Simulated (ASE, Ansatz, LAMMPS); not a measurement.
**(9,0) carbon nanotube bundle (180 atoms): support functions against a reference**

Aim: test how closely localised support functions follow the reference on (9,0) carbon nanotube bundle (180 atoms), and at what cost. A setting counts as converged where the r.m.s. difference of forces stays under 1 % of the r.m.s. force.

Program: Ansatz 0.2.0. Level of theory: Kohn-Sham DFT, PBE+D4, PAW (set soft_2), plane waves. Values are calculated unless marked as measured.

**1. The structure**

The cell holds 180 atoms: 180 C. Its edges and angles: a = 10.347 Å, b = 10.347 Å, c = 20.892 Å, α = 90.0°, β = 90.0°, γ = 120.0°. It derives from C (graphene). Graphene sheet (a = 2.46 Å) rolled into a (9,0) tube of diameter 7.05 Å, 5 periods, hexagonal bundle with 3.3 Å between walls; minimised with a classical potential (one cell length free).

**2. How the cell was made**

A minimisation with a classical potential prepares the built cell.

This step: classical potential: AIREBO (Stuart, Tutein and Harrison, J. Chem. Phys. 112, 6472 (2000)) (LAMMPS stable Jul 2025 - Update 4).

File in.lammps:

```
units metal
atom_style atomic
boundary p p p
atom_modify map array
read_data structure.data
pair_style airebo 3.0 1 1
pair_coeff * * CH.airebo C
thermo_style custom step temp pe press lx ly lz fmax
thermo 200
min_style cg
minimize 0 1e-4 3000 30000
fix box all box/relax z 0.0 vmax 0.001
minimize 0 1e-4 3000 30000
unfix box
minimize 0 1e-4 2000 20000
write_data relaxed.data nocoeff
```

The run is started by

```
$ lmp -in in.lammps -log log.lammps -screen none -nocite
```

Log:

```text
LAMMPS (22 Jul 2025 - Update 4)
  180 atoms
   Step          Temp          PotEng         Press            Lx             Ly             Lz            Fmax     
         0   0             -1321.9549     -57466.811      10.347381      8.9610947      21.304225      0.097745879  
        13   0             -1321.9643     -59494.544      10.347381      8.9610947      21.304225      7.1318822e-06
Loop time of 0.581751 on 1 procs for 13 steps with 180 atoms
Minimization stats:
  Stopping criterion = force tolerance
  Energy initial, next-to-last, final = 
     -1321.95487767134  -1321.96430439034   -1321.9643044318
  Force two-norm initial, final = 1.3079068 6.2659553e-05
  Force max component initial, final = 0.097745879 7.1318822e-06
  Iterations, force evaluations = 13 26
   Step          Temp          PotEng         Press            Lx             Ly             Lz            Fmax     
        13   0             -1321.9643     -59494.544      10.347381      8.9610947      21.304225      7.1318822e-06
       187   0             -1323.9148     -5634.051       10.347381      8.9610947      20.892337      6.5940013e-06
Loop time of 5.56997 on 1 procs for 174 steps with 180 atoms
Minimization stats:
  Stopping criterion = force tolerance
  Energy initial, next-to-last, final = 
      -1321.9643044318  -1323.91476852096  -1323.91476852098
  Force two-norm initial, final = 198.78505 9.6140076e-05
  Force max component initial, final = 198.78505 5.6215889e-05
  Iterations, force evaluations = 174 330
   Step          Temp          PotEng         Press            Lx             Ly             Lz            Fmax     
       187   0             -1323.9148     -5634.051       10.347381      8.9610947      20.892337      6.5940015e-06
       188   0             -1323.9148     -5634.0395      10.347381      8.9610947      20.892337      3.4716924e-06
Loop time of 0.0353936 on 1 procs for 1 steps with 180 atoms
Minimization stats:
  Stopping criterion = force tolerance
  Energy initial, next-to-last, final = 
     -1323.91476852098  -1323.91476852098  -1323.91476852102
  Force two-norm initial, final = 7.7991589e-05 4.3251566e-05
  Force max component initial, final = 6.5940015e-06 3.4716924e-06
  Iterations, force evaluations = 1 2
```

Run time: 7.5 s. Hardware: 1 thread of Intel Xeon at 2.80GHz (Skylake/Cascade Lake), shared host.

**3. Plane-wave single point**

This run is the reference for what follows, at a cutoff of 420 eV.

File input.yaml:

```yaml
crystal:
  lattice:
    - [10.34738, 0.0, 0.0]
    - [-5.17369, 8.96109, 0.0]
    - [0.0, 0.0, 20.89234]
  atoms:
    - { symbol: C, position: [0.34135, 0.0, 0.07633] }
    - { symbol: C, position: [0.38847, 0.13492, 0.04339] }
    - { symbol: C, position: [0.38847, 0.25355, 0.07632] }
    - { symbol: C, position: [0.34135, 0.34135, 0.04338] }
    - { symbol: C, position: [0.38847, 0.13492, 0.17632] }
    - { symbol: C, position: [0.38847, 0.25355, 0.14339] }
    - { symbol: C, position: [0.25355, 0.38847, 0.07632] }
    - { symbol: C, position: [0.13492, 0.38847, 0.04339] }
    - { symbol: C, position: [0.34135, 0.34135, 0.17633] }
    - { symbol: C, position: [0.25355, 0.38847, 0.14339] }
    - { symbol: C, position: [0.0, 0.34135, 0.07633] }
    - { symbol: C, position: [0.86508, 0.25355, 0.04339] }
    - { symbol: C, position: [0.13492, 0.38847, 0.17632] }
    - { symbol: C, position: [0.0, 0.34135, 0.14338] }
    - { symbol: C, position: [0.74645, 0.13492, 0.07632] }
    - { symbol: C, position: [0.65865, 0.0, 0.04338] }
    - { symbol: C, position: [0.86508, 0.25355, 0.17632] }
    - { symbol: C, position: [0.74645, 0.13492, 0.14339] }
    - { symbol: C, position: [0.61153, 0.86508, 0.07632] }
    - { symbol: C, position: [0.61153, 0.74645, 0.04339] }
    - { symbol: C, position: [0.65865, 0.0, 0.17633] }
    - { symbol: C, position: [0.61153, 0.86508, 0.14339] }
    - { symbol: C, position: [0.65865, 0.65865, 0.07633] }
    - { symbol: C, position: [0.74645, 0.61153, 0.04339] }
    - { symbol: C, position: [0.61153, 0.74645, 0.17632] }
    - { symbol: C, position: [0.65865, 0.65865, 0.14338] }
    - { symbol: C, position: [0.86508, 0.61153, 0.07632] }
    - { symbol: C, position: [0.0, 0.65865, 0.04338] }
    - { symbol: C, position: [0.74645, 0.61153, 0.17632] }
    - { symbol: C, position: [0.86508, 0.61153, 0.14339] }
    - { symbol: C, position: [0.13492, 0.74645, 0.07632] }
    - { symbol: C, position: [0.25355, 0.86508, 0.04339] }
    [... 142 atom lines left out ...]
    - { symbol: C, position: [0.13492, 0.74645, 0.87632] }
    - { symbol: C, position: [0.25355, 0.86508, 0.84339] }
    - { symbol: C, position: [0.0, 0.65865, 0.97633] }
    - { symbol: C, position: [0.13492, 0.74645, 0.94339] }
    - { symbol: C, position: [0.25355, 0.86508, 0.97632] }
    - { symbol: C, position: [0.34135, 0.0, 0.94338] }
kpoints:
  mp_grid: { grid: [2, 2, 1] }
hamiltonian:
  xc: pbe
  dispersion: d4
scf:
  occupations: { method: gaussian, width: 0.025 }
output:
  forces: true
  stress: true
  populations: true
  dos:
    method: { smearing: { sigma: 0.15 } }
    de: 0.1
    projected: { site_lists: { C: [C] } }
  eigenvalues: true
  write_density: true
  write_potential: true
  volumetric_format: npy
```

The run is started by

```
$ ansatz run input.yaml --threads 8 --pin off --max-ram 15872MiB --backend cpu --events-out ev --progress --plain --runs-dir out
```

Log:

```text
Engine: ansatz 0.2.0, aarch64-unknown-linux-gnu
Pseudopotentials: kind: paw
Pseudopotential: C, paw, valence charge 4, recommended cutoff 420 eV (normal), C.paw.azcp
[... 5 lines on functional and potentials left out ...]
Crystal: 180 atoms, lattice volume = 1937.217 Å³
Basis set: ecut = 420 eV, 37845 PW (Γ), exchange–correlation on 144×144×288 points (8 copies of the dense FFT grid, shifted against one another)
Bands: 540, of which v1, the nominal top of the filled ones, is band 360 counted from 1 (359 counted from 0)
Symmetry: 120 space group operations
Space group: P63/mcm (ITA 193), of the structure as read, at distance tolerance 1.2e-4 Å
k-points: 2 of 4
[... 3 lines on functional and potentials left out ...]
Initial density: superposition of atomic densities (neutral atoms: chi_scale 0, normalization atom), corrected by the library's trained network
Initial wavefunctions: pseudopotential atomic-orbital guess
Functional: x = pbe(κ = 0.804, μ = 0.219515), c = pbe(β = 0.066725)
SCF iter   1: F=—  HF=-45162.101428 eV  |F-HF|=—  |Δ(HF+E_count)|=         —  Δρ=4.51e-3  dr2=2.51e-1  ethr=1.77e-3  ⟨swp⟩=7.0  Hψ=4821  notcnv=0  defer=246
preconditioner: auto → LDOS  [insulator: Δε(μ)=0.084 eV  Ē_g=15.355 eV  σ=0.025 eV  W_gap=0.98  n_scr=410 (ndim 8)  ℏωp=22.6 eV  f_vac=0.212  D(μ)=4.00/eV (n_scr^D=4)  ε∞_Penn≈3.2  β→1.0]
SCF iter   2: F=—  HF=-45162.340107 eV  |F-HF|=—  |Δ(HF+E_count)|=   2.39e-1  Δρ=1.78e-3  dr2=1.98e-1  ethr=3.48e-5  ⟨swp⟩=2.0  Hψ=1949  notcnv=0  defer=346
SCF iter   3: F=—  HF=-45162.291030 eV  |F-HF|=—  |Δ(HF+E_count)|=   4.91e-2  Δρ=7.42e-4  dr2=3.58e-2  ethr=2.75e-5  ⟨swp⟩=2.0  Hψ=1292  notcnv=0  defer=346
SCF iter   4: F=—  HF=-45162.283898 eV  |F-HF|=—  |Δ(HF+E_count)|=   7.13e-3  Δρ=2.27e-4  dr2=1.95e-3  ethr=4.97e-6  ⟨swp⟩=2.0  Hψ=1272  notcnv=0  defer=346
SCF iter   5: F=—  HF=-45162.283333 eV  |F-HF|=—  |Δ(HF+E_count)|=   5.64e-4  Δρ=4.51e-5  dr2=6.54e-5  ethr=2.70e-7  ⟨swp⟩=2.0  Hψ=1343  notcnv=0  defer=346
SCF iter   6: F=—  HF=-45162.283367 eV  |F-HF|=—  |Δ(HF+E_count)|=   3.40e-5  Δρ=5.83e-6  dr2=5.93e-7  ethr=9.08e-9  ⟨swp⟩=2.0  Hψ=1339  notcnv=0  defer=346
SCF iter   7: F=-45162.283368 eV  HF=-45162.283368 eV  |F-HF|=9.42e-9  |Δ(HF+E_count)|=   6.12e-7  Δρ=1.58e-6  dr2=4.93e-8  ethr=1.39e-11  ⟨swp⟩=27.5  Hψ=12742  notcnv=0
SCF 1 converged in 7 iterations: F = -45162.283368 eV  dr2 = 4.93e-8
  greatest PAW one-centre occupation: 0.681 electrons in one spin orbital (limit 2), on the C atom at site 169 (counted from 0), in its partial waves of l = 0
WARN: The output density's exchange-correlation potential varies sharply where the density is thin. Do not read a vacuum level from v_tot or v_xc, or from such a field of the output density. On a cell that repeats whose density bears no net charge and no dipole along the vacuum's axis use v_es (v_loc + v_h of the components); [...]
SCF converged after 7 iterations
Free energy (F): -45162.283368 eV
Harris-Foulkes:  -45162.283368 eV  (|F-HF|=9.42e-9)
Internal energy: -45162.282311 eV  (E = F + TS)
E sigma→0 (E₀):  -45162.282840 eV
Entropy (-TS):   -0.001057 eV (-0.006 meV/atom)
Fermi energy:    5.171473 eV
--- Per-component energies (eV) ---
  E_band       = -3065.589759
  E_kinetic    = 16590.591524
  E_local      = -44338.074697  (includes V_loc(G=0)·N_el)
  E_nonlocal   = 4971.058755
  E_hartree    = 15863.454914
  E_xc         = -8693.258355
  E_vxc        = -10766.109476  (∫ρ·V_xc dr)
  E_paw        = -17902.752809  (= ΣΔE_a)
  E_vpaw       = -1249.973665  (= ΣTr[D̂ρ^β])
  E_aug_tail   = 0.001508  (compensation charges beyond the density's cutoff)
  E_ewald      = -11627.065690
  E_disp       = -26.237462  (pairwise vdW)
  E_smearing   = -0.001057  (= −TS)
  E_closure    = -0.000000  (closes the sum)
  Σ components = -45162.283368   (vs F -45162.283368, Δ=0.00e0)
--- Forces (eV/Å), atoms counted from 1 ---
  atom   1  C      0.21734094     0.00000000     0.21723905
  atom   2  C      0.27454719    -0.02835222    -0.47028697
  atom   3  C      0.11271985     0.25194095     0.47028697
  atom   4  C      0.10867047     0.18822277    -0.21723905
  atom   5  C      0.27454719    -0.02835222     0.47028697
  atom   6  C      0.11271985     0.25194095    -0.47028697
  atom   7  C      0.16182734     0.22358873     0.47028697
  atom   8  C     -0.16182734     0.22358873    -0.47028697
  atom   9  C      0.10867047     0.18822277     0.21723905
  atom  10  C      0.16182734     0.22358873    -0.47028697
  atom  11  C     -0.10867047     0.18822277     0.21723905
  atom  12  C     -0.11271985     0.25194095    -0.47028697
  atom  13  C     -0.16182734     0.22358873     0.47028697
  atom  14  C     -0.10867047     0.18822277    -0.21723905
[...]
atom 179  C      0.27454719     0.02835222     0.47028697
  atom 180  C      0.21734094     0.00000000    -0.21723905
  max |Σ_I F_I| component: 1.23e-15 eV/Å
--- Stress (GPa, compression-positive) ---
        4.995689       0.000000       0.000000
        0.000000       4.995689      -0.000000
        0.000000      -0.000000      18.284869
  P = ⅓ Tr σ = 9.4254 GPa (94.254 kbar)
--- Band table (eV) ---
  k-point 0: bands = ["-15.0418", "-14.7943", "-14.7943", "-14.7290", [... 524 levels ...], "13.9382", "14.0180", "14.0180", "14.0180", "14.0180", "14.0265", "14.0265", "14.1541", "14.1725", "14.1725", "14.2116", "14.2116"]
  k-point 1: bands = ["-14.9986", "-14.7935", "-14.7517", "-14.7517", [... 524 levels ...], "14.0273", "14.1408", "14.1408", "14.1460", "14.1460", "14.1864", "14.1864", "14.1997", "14.2065", "14.2065", "14.2234", "14.2819"]
--- Löwdin populations: 180 sites ---
  site symbol       q [e]
     0      C      3.9609
     1      C      3.9599
     2      C      3.9599
[...]
179      C      3.9609
  spilling = 0.009947 (of n_electrons = 720.000000)
```

Elapsed: 2.2 min, on 8 threads of Arm Neoverse N1, shared host; peak memory 9.2 GiB.

The column dr2 measures how far the density is from self-consistency, as an energy; F and HF (Harris–Foulkes) agree once it is small.

The program notes that the exchange-correlation potential is rough where the density is thin.

Read from the output:

| Item | Value |
| --- | --- |
| free energy | -45162.2834 eV |
| free energy per atom | -250.9016 eV/atom |
| SCF cycles | 7 |
| pressure | 9.425 GPa |
| r.m.s. force component | 0.2767 eV/Å |
| longest force | 0.5453 eV/Å |
| Fermi energy | 5.171 eV |
| spilling of the projection | 0.009947 |

Length of the force by element and coordination:

```
element  coordination  atoms  mean length of the force (eV/Å)  spread  least   most
      C           all    180                            0.466   0.112  0.307  0.545
```

The mean of these charges, 0.040 e, is only the charge that the projection spills.

Löwdin charges by element and coordination (they lack the spilled electrons, 0.040 e an atom on average):

```
element  coordination  atoms  mean charge (e)  spread   least    most
      C           all    180           0.0398  5.0e-4  0.0391  0.0401
```

States in the cell by windows of 1 eV, zero at the Fermi level; the larger projections on atomic orbitals stand beside the total:

```
from (eV)  to (eV)  total   C p  C s
      -10       -9   42.6  35.2  7.0
       -9       -8   39.3  33.4  5.3
       -8       -7   76.2  70.7  4.5
       -7       -6   70.2  67.5  2.3
       -6       -5   48.3  45.9  2.0
       -5       -4   52.3  51.1  1.0
       -4       -3   52.6  51.9  0.5
       -3       -2   31.0  30.7  0.2
       -2       -1   23.4  23.2  0.1
       -1        0    3.9   3.9  0.0
        0        1   14.1  13.5  0.4
        1        2   33.2  31.4  0.7
        2        3   28.3  26.0  0.4
        3        4   29.1  21.1  1.2
        4        5   29.0  19.2  0.8
```

Between -21 and -10 eV lie 280 more states.

The levels nearest the highest filled one (over half full), pooled over k-points and spins:

```
level less the highest filled one (eV)  occupation
                                 -1.37           2
                                 -1.10           2
                                -0.271           2
                               -0.0794           2
                                -0.079           2
                                     0        1.99
                                0.0866       0.014
                                 0.150           0
                                 0.250           0
                                 0.428           0
                                 0.443           0
                                 0.465           0
```

Valence density in the ca plane at fractional y = 0.000, with atoms of C within 0.2 Å of it. It is the smooth field of the valence electrons, not physical close to the nuclei.

Values in e/Å³, 13 rows by 16 columns, each cell a mean:
```
0.0 0.0 0.0 0.0 0.0 0.0 0.0 0.0 0.0 0.0 0.0 0.0 0.0 0.0 0.0 0.0
0.0 0.0 0.0 0.0 0.0 0.0 0.0 0.0 0.0 0.0 0.0 0.0 0.0 0.0 0.0 0.0
0.0 0.1 0.1 0.1 0.0 0.1 0.1 0.1 0.0 0.1 0.1 0.1 0.0 0.1 0.1 0.1
0.3 0.9 0.8 0.5 0.2 0.8 0.8 0.6 0.2 0.7 0.8 0.8 0.2 0.6 0.8 0.8
0.5 1.7 1.7 0.8 0.3 1.6 1.8 1.1 0.2 1.4 1.8 1.4 0.2 1.1 1.8 1.6
0.1 0.3 0.3 0.2 0.1 0.3 0.3 0.2 0.1 0.3 0.3 0.3 0.1 0.2 0.3 0.3
0.1 0.0 0.0 0.1 0.0 0.0 0.0 0.1 0.0 0.1 0.0 0.1 0.0 0.1 0.0 0.0
0.6 0.3 0.2 0.6 0.6 0.4 0.1 0.6 0.6 0.5 0.1 0.5 0.6 0.6 0.1 0.4
1.8 0.7 0.5 1.7 1.8 1.1 0.3 1.6 1.9 1.3 0.2 1.3 1.9 1.6 0.3 1.0
0.5 0.3 0.2 0.5 0.5 0.3 0.1 0.5 0.5 0.4 0.1 0.4 0.5 0.5 0.1 0.3
0.0 0.0 0.0 0.0 0.0 0.0 0.0 0.0 0.0 0.0 0.0 0.0 0.0 0.0 0.0 0.0
0.0 0.0 0.0 0.0 0.0 0.0 0.0 0.0 0.0 0.0 0.0 0.0 0.0 0.0 0.0 0.0
0.0 0.0 0.0 0.0 0.0 0.0 0.0 0.0 0.0 0.0 0.0 0.0 0.0 0.0 0.0 0.0
```
Columns run along c (16.0 Å, from fractional 0.12 to 0.88 of the cell), rows up along a (10.3 Å). Atoms in or near the plane, at fractional coordinates: C at (0.18, 0.66), C at (0.14, 0.34), C at (0.28, 0.34), C at (0.24, 0.66), C at (0.38, 0.66), C at (0.34, 0.34), C at (0.48, 0.34), C at (0.44, 0.66), C at (0.58, 0.66), C at (0.54, 0.34), C at (0.68, 0.34), C at (0.64, 0.66), C at (0.78, 0.66), C at (0.74, 0.34) and more.

Electrostatic potential energy in the ca plane at fractional y = 0.000, with atoms of C within 0.2 Å of it. With pseudopotentials it is smooth inside the atoms' cores, unlike the true potential.

Ten even steps from '0' (-60 eV) to '9' (9 eV), each cell a mean:
```
99999999999999999999999999999999999999999999
99999999999999999999999999999999999999999999
99999999999999999999999999999999999999999999
99999999999999999999999999999999999999999999
99999999999999999999999999999999999999999999
99999999999999999999999999999999999999999999
99866876789998767876799998668866899997678767
98401530169997203610389985005401699972026203
98401630269997203620489985115401699973026203
99867886799999767876899998678867899997678768
99999999999999999999999999999999999999999999
99999999999999999999999999999999999999999999
99999999999999999999999999999999999999999999
98999999989998999999989988999999899989999999
73479998635753589997436743799986347535899984
40058997201510179986003400489983005201799961
62379998524742489997326632699985237524899973
98899999988988899999889988999999889888999998
99999999999999999999999999999999999999999999
99999999999999999999999999999999999999999999
99999999999999999999999999999999999999999999
99999999999999999999999999999999999999999999
99999999999999999999999999999999999999999999
99999999999999999999999999999999999999999999
```
Columns run along c (16.0 Å, from fractional 0.12 to 0.88 of the cell; values clipped at the 3rd and 97th percentile), rows up along a (10.3 Å). Atoms in or near the plane, at fractional coordinates: C at (0.18, 0.66), C at (0.14, 0.34), C at (0.28, 0.34), C at (0.24, 0.66), C at (0.38, 0.66), C at (0.34, 0.34), C at (0.48, 0.34), C at (0.44, 0.66), C at (0.58, 0.66), C at (0.54, 0.34), C at (0.68, 0.34), C at (0.64, 0.66), C at (0.78, 0.66), C at (0.74, 0.34) and more.

Löwdin charges run from +0.04 to +0.04 e, about a mean that is the spilled charge alone. Within 0.4 eV of the Fermi level the largest share is C p (99 % of the projected weight).

**4. Structure statistics**

These statistics describe the geometry on which the runs were made.

Density 1.85 g/cm³, 10.76 Å³ an atom.

Pair distribution function in bins of 0.1 Å:

```
r (Å)  total
 1.35   0.00
 1.45  12.70
 1.55   0.00
 1.65   0.00
 1.75   0.00
 1.85   0.00
 1.95   0.00
 2.05   0.00
 2.15   0.00
 2.25   0.00
 2.35   0.00
 2.45   8.74
 2.55   0.00
 2.65   0.00
 2.75   3.34
 2.85   0.00
 2.95   0.00
 3.05   0.00
 3.15   0.00
 3.25   0.00
 3.35   0.25
 3.45   0.00
 3.55   0.45
 3.65   3.83
 3.75   0.81
 3.85   0.38
 3.95   0.72
 4.05   0.00
 4.15   3.00
 4.25   0.62
 4.35   0.00
 4.45   0.87
 4.55   0.84
 4.65   1.06
 4.75   1.39
 4.85   1.95
 4.95   0.92
 5.05   0.90
 5.15   0.87
 5.25   0.42
 5.35   1.00
 5.45   0.57
 5.55   1.38
 5.65   0.54
```

Bonds by pair of elements; cutoffs follow the first minimum of g(r), held within bounds set by covalent radii, and pairs that aren't listed don't count as bonded:

```
pair A-B  cutoff (Å)  bonds  mean length (Å)  spread (Å)  shortest (Å)  B about A  A about B
     C-C        1.82    270             1.41       0.003          1.40          3          3
```

How many atoms have how many bonded neighbours:

```
element  mean    3
      C     3  180
```

Bond angles, per cent of each kind in bins of 5°:

```
angle (°)  C-C-C
  115–120  100.0
```

Bond angles (no mean is given where the spread exceeds 20°):

```
angle  count  mean (°)  spread (°)
C-C-C    540       119         0.4
```

Rings of the network by King's shortest-path rule, up to 12 atoms, one path for each pair of neighbours; H, halogens, alkali and alkaline-earth atoms are left out:

```
ring size (atoms)  rings  per network atom
                6     90               0.5
```

The first peak of g(r) lies near 1.42 Å. Counting bonds as in the table, all C atoms have 3 bonded neighbours. The C-C-C angle averages 119° with a spread of 0.4°. All rings counted have 6 atoms.

(Part 1 of 2 ends here.)

[Long decimals in the printed logs are rounded to 6 places.]

[Logs are printed without paths, hosts, clocks, repeated set-up lines and the standing remarks that a program may print on its own settings, such as how far it seeks lower states.]

[Hosts, paths, dates, database ids (printed as entryN), source tags and the programs' standing remarks are cut or masked in the printed files.]
